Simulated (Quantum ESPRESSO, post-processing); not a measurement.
# O on top sites of RuAl(110): a series in the coverage, part 10 of 10

Wanted: a table for O on top sites of RuAl(110) against the coverage, and what can be fitted to it.

Quantum ESPRESSO 7.5; plane-wave DFT, PBE, GBRV ultrasoft pseudopotentials.

So far. Step 9 (Relaxation with pw.x, 0.75 ML): The relaxation lowers the energy by 166 meV an atom. On the free atoms the largest force ends at 0.023 eV/Å. Step 10 (Ground state, 0.75 ML): Inside the slab this potential holds the local part of the pseudopotentials, which can be repulsive at the nuclei; only its value in the vacuum has a meaning of its own.

The structure was built from a prototype and need not be the compound's stable phase.

## (11) Relaxation with pw.x, 1 ML (continued)

Relaxation path:

```tsv
step	energy less that of the first step (eV)	largest force (eV/Å)
1	0.0000	4.6218
2	-0.8335	4.0089
3	-1.3440	0.9565
4	-1.3646	0.8783
5	-1.3853	0.7548
6	-1.4112	0.5440
7	-1.4354	0.2645
8	-1.4404	0.1318
9	-1.4413	0.1228
10	-1.4423	0.1246
11	-1.4436	0.1177
12	-1.4453	0.1012
13	-1.4472	0.0732
14	-1.4488	0.0284
15	-1.4491	0.0011
```

The atoms that moved most (Å):

```tsv
atom	dx	dy	dz	length
Ru5	0.000	0.000	0.324	0.324
Al6	0.000	0.000	-0.147	0.147
O7	0.000	0.000	-0.090	0.090
```

Final coordinates:

```cif
data_structure
_symmetry_space_group_name_H-M 'P 1'
_symmetry_Int_Tables_number 1
_cell_length_a 3.0040
_cell_length_b 4.2468
_cell_length_c 20.4366
_cell_angle_alpha 90.000
_cell_angle_beta 90.000
_cell_angle_gamma 90.000
_cell_volume 260.72
loop_
_atom_site_label
_atom_site_type_symbol
_atom_site_fract_x
_atom_site_fract_y
_atom_site_fract_z
_atom_site_occupancy
Ru1 Ru 0.00000 0.00000 0.34401 1
Al2 Al 0.50000 0.50000 0.34401 1
Ru3 Ru 0.00000 0.50000 0.44791 1
Al4 Al 0.50000 0.00000 0.44791 1
Ru5 Ru 0.00000 0.00000 0.56765 1
Al6 Al 0.50000 0.50000 0.54462 1
O7 O 0.00000 0.00000 0.65159 1
```

The relaxation lowers the energy by 207 meV an atom. On the free atoms the largest force ends at 0.001 eV/Å.

This step gave:

| Quantity | Value |
| --- | --- |
| free energy | -8641.8082 eV |
| Fermi energy | 1.643 eV |

## (12) Ground state, 1 ML

File m7.esm.in:

```
&control
  prefix = 'm7.esm'
  outdir = './out'
  pseudo_dir = './pseudo'
  calculation = 'scf'
  tprnfor = .true.
/
&system
  ibrav = 0
  nat = 7
  ntyp = 3
  ecutwfc = 40
  ecutrho = 200
  occupations = 'smearing'
  smearing = 'mv'
  degauss = 0.02
  assume_isolated = 'esm'
  esm_bc = 'bc1'
/
&electrons
  conv_thr = 1e-07
  mixing_beta = 0.25
  electron_maxstep = 160
  mixing_mode = 'local-TF'
  mixing_ndim = 12
/
ATOMIC_SPECIES
  Ru  101.0700  ru_pbe_v1.2.uspp.F.UPF
  Al  26.9815  al_pbe_v1.uspp.F.UPF
  O   15.9990  o_pbe_v1.2.uspp.F.UPF
CELL_PARAMETERS angstrom
  3.00398291400000 0.00000000000000 0.00000000000000
  0.00000000000000 4.24680729700000 0.00000000000000
  0.00000000000000 0.00000000000000 20.43660440676306
ATOMIC_POSITIONS crystal
  Ru  0.000000000000 0.000000000000 -0.153792944750
  Al  0.500000000000 0.500000000000 -0.153792944750
  Ru  0.000000000000 0.500000000000 -0.049890965450
  Al  0.500000000000 0.000000000000 -0.049890965450
  Ru  0.000000000000 0.000000000000 0.069848668450
  Al  0.500000000000 0.500000000000 0.046819784650
  O   0.000000000000 0.000000000000 0.153792944750
K_POINTS automatic
  8 5 1 0 0 0
```

Command:

```console
> OMP_NUM_THREADS=1 mpirun -n 16 pw.x -nk 2 -in m7.esm.in > m7.esm.out
```

The log of the run:

```text
[banner, memory and clock lines left out]
Program PWSCF v.7.5 starts
[...]
Message from routine setup:
[...]
number of electrons       =        63.00
     number of Kohn-Sham states=           38
     kinetic-energy cutoff     =      40.0000  Ry
     charge density cutoff     =     200.0000  Ry
[...]
number of k points=    15  Marzari-Vanderbilt smearing, width (Ry)=  0.0200
[...]
Dense  grid:    83965 G-vectors     FFT dimensions: (  25,  40, 180)
[...]
negative rho (up, down):  2.336E-01 0.000E+00
     Starting wfcs are   55 randomized atomic wfcs
[...]
negative rho (up, down):  2.367E-01 0.000E+00
[...]
estimated scf accuracy    <     151.81427954 Ry
[...]
negative rho (up, down):  2.562E-01 0.000E+00
[...]
estimated scf accuracy    <      38.03929466 Ry
[...]
negative rho (up, down):  2.799E-01 0.000E+00
[...]
estimated scf accuracy    <      15.07614592 Ry
[...]
negative rho (up, down):  2.861E-01 0.000E+00
[...]
estimated scf accuracy    <       5.61346799 Ry
[...]
negative rho (up, down):  2.818E-01 0.000E+00
[...]
estimated scf accuracy    <       1.57016858 Ry
[...]
negative rho (up, down):  2.877E-01 0.000E+00
[...]
estimated scf accuracy    <      16.12650764 Ry
[...]
negative rho (up, down):  2.868E-01 0.000E+00
[...]
estimated scf accuracy    <      32.90919836 Ry
[...]
negative rho (up, down):  2.935E-01 0.000E+00
[...]
estimated scf accuracy    <      31.04848067 Ry
[...]
negative rho (up, down):  2.912E-01 0.000E+00
[...]
estimated scf accuracy    <      54.46745447 Ry
[...]
negative rho (up, down):  2.759E-01 0.000E+00
[...]
estimated scf accuracy    <      47.30479016 Ry
[...]
negative rho (up, down):  3.112E-01 0.000E+00
[...]
estimated scf accuracy    <      12.28376889 Ry
[...]
negative rho (up, down):  5.186E-01 0.000E+00
[...]
estimated scf accuracy    <      87.58498458 Ry
[...]
negative rho (up, down):  2.306E-01 0.000E+00
[...]
estimated scf accuracy    <       0.00012803 Ry
[...]
negative rho (up, down):  2.309E-01 0.000E+00
[...]
estimated scf accuracy    <       0.00002789 Ry
[...]
negative rho (up, down):  2.308E-01 0.000E+00
[...]
estimated scf accuracy    <       0.00002623 Ry
[...]
negative rho (up, down):  2.306E-01 0.000E+00
[...]
estimated scf accuracy    <       0.00002957 Ry
[...]
negative rho (up, down):  2.306E-01 0.000E+00
[...]
estimated scf accuracy    <       0.00000101 Ry
[...]
negative rho (up, down):  2.306E-01 0.000E+00
[...]
estimated scf accuracy    <       0.00000136 Ry
[...]
negative rho (up, down):  2.306E-01 0.000E+00
[...]
estimated scf accuracy    <       0.00000105 Ry
[...]
negative rho (up, down):  2.306E-01 0.000E+00
[...]
estimated scf accuracy    <       0.00000019 Ry
[...]
negative rho (up, down):  2.306E-01 0.000E+00
[...]
estimated scf accuracy    <       0.00000020 Ry
[...]
negative rho (up, down):  2.306E-01 0.000E+00
[...]
the Fermi energy is    -5.7308 ev
!    total energy              =    -635.16034490 Ry
     estimated scf accuracy    <       0.00000002 Ry
     smearing contrib. (-TS)   =       0.00053058 Ry
     internal energy E=F+TS    =    -635.16087548 Ry
[...]
one-electron contribution =    4883.42590320 Ry
     hartree contribution      =   -2455.36021898 Ry
     xc contribution           =     -97.87336243 Ry
     ewald contribution        =   -2965.35319727 Ry
     convergence has been achieved in  65 iterations
     negative rho (up, down):  2.306E-01 0.000E+00
[...]
Total force =     0.009674     Total SCF correction =     0.000582
[...]
```

It took 56 s on 16 MPI ranks of Arm Neoverse V1, shared host; peak memory 1.2 GiB.

This step gave:

* free energy: -8641.7967 eV
* Fermi energy: -5.731 eV
* vacuum line at the lower end of the cell, over the Fermi level: 4.737 eV
* vacuum line at the upper end of the cell, over the Fermi level: 6.724 eV

Inside the slab this potential holds the local part of the pseudopotentials, which can be repulsive at the nuclei; only its value in the vacuum has a meaning of its own.

## (13) The series side by side

The series in one table:

```tsv
the coverage	adsorption energy an atom, from the free molecule (eV)	work function of the upper face (eV)	work function of the lower face (eV)
0 ML	-	4.717	4.717
0.1667 ML	-	5.155	4.717
0.25 ML	-	5.341	4.708
0.3333 ML	-	5.537	4.705
0.5 ML	-1.504	5.859	4.724
0.6667 ML	-1.528	6.127	4.717
0.75 ML	-1.393	6.308	4.72
1 ML	-1.272	6.724	4.737
```

## (14) A check by hand

At 1 ML: E_ads = [-8641.7967 − 1 × (-8203.0533)]/1 − (-874.9428)/2 = -1.272 eV. Cells and meshes differ along the series, and any error of the slab's energy is multiplied by the number of slab cells an adsorbate, so no value is given under half a monolayer.

## (15) Outcome

```yaml
adsorption_energy_an_atom_from_the_free_molecule_at_0p5_ml_and_at_1_ml: -1.50, -1.27 eV
work_function_of_the_upper_face_at_0_ml_and_at_1_ml: 4.72, 6.72 eV
```

The series holds 8 members (PBE, GBRV ultrasoft). From 0.5 ML to 1 ML the adsorption energy an atom, from the free molecule goes from -1.50 to -1.27 eV by way of -1.53 at 0.6667 ML. From 0 ML to 1 ML the work function of the upper face rises from 4.72 to 6.72 eV. The untouched lower face should keep its work function but moves by 0.03 eV, since the slab is thin and cells, meshes or relaxed layers differ between members; changes of the upper face are uncertain by about as much. Thin slabs, one site and one ordered pattern a coverage; no reconstruction or subsurface sites; meshes differ a little between cells.

[Logs are printed without paths, hosts, clocks, repeated set-up lines and the standing remarks that a program may print on its own settings, such as how far it seeks lower states.]

[Hosts, paths, dates, database ids (printed as entryN), source tags and the programs' standing remarks are cut or masked in the printed files.]

[Maps of the electrostatic potential energy from Ansatz leave out the sawtooth potential of an applied field or a dipole correction, so their vacuum need not be flat; planar profiles and work functions include it.]
